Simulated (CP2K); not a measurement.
Two runs for the N K edge of quinoline. Run A: CP2K XAS_TDP, all-electron GAPW, PBEh(45%), aug-cc-pVDZ, TDA, no relativity. Run B differs in one setting.

First lines with a strength over 0.0015. A:

| atom | energy (eV) | states | strength, one atom |
| --- | --- | --- | --- |
| N5 (bonded to 2 C) | 394.58 | 1 | 0.0479 |
|  | 398.73 | 1 | 0.0030 |
|  | 400.46 | 1 | 0.0027 |
|  | 401.04 | 2 | 0.0030 |
|  | 402.05 | 1 | 0.0045 |

B:

| atom | energy (eV) | states | strength, one atom |
| --- | --- | --- | --- |
| N5 (bonded to 2 C) | 387.81 | 1 | 0.0339 |
|  | 390.41 | 1 | 0.0052 |
|  | 392.22 | 1 | 0.0040 |
|  | 392.56 | 2 | 0.0027 |

Q: Which was it: the basis, scalar relativity switched on, GW2X switched on, the functional?

The functional (functional from PBEh(45%) to PBE0; the lines alone don't name the new value). A functional moves all lines by electronvolts and changes their spacings and strengths. Against PBEh(45%) in aug-cc-pVDZ, the leading line moves by -6.77 eV, to 387.81 eV; the strength of N5's goes from 0.0479 to 0.0339. The next line of N5 over the strength cut lies 2.60 eV higher, against 4.15.

[Hosts, paths, dates, database ids (printed as entryN), source tags and the programs' standing remarks are cut or masked in the printed files.]
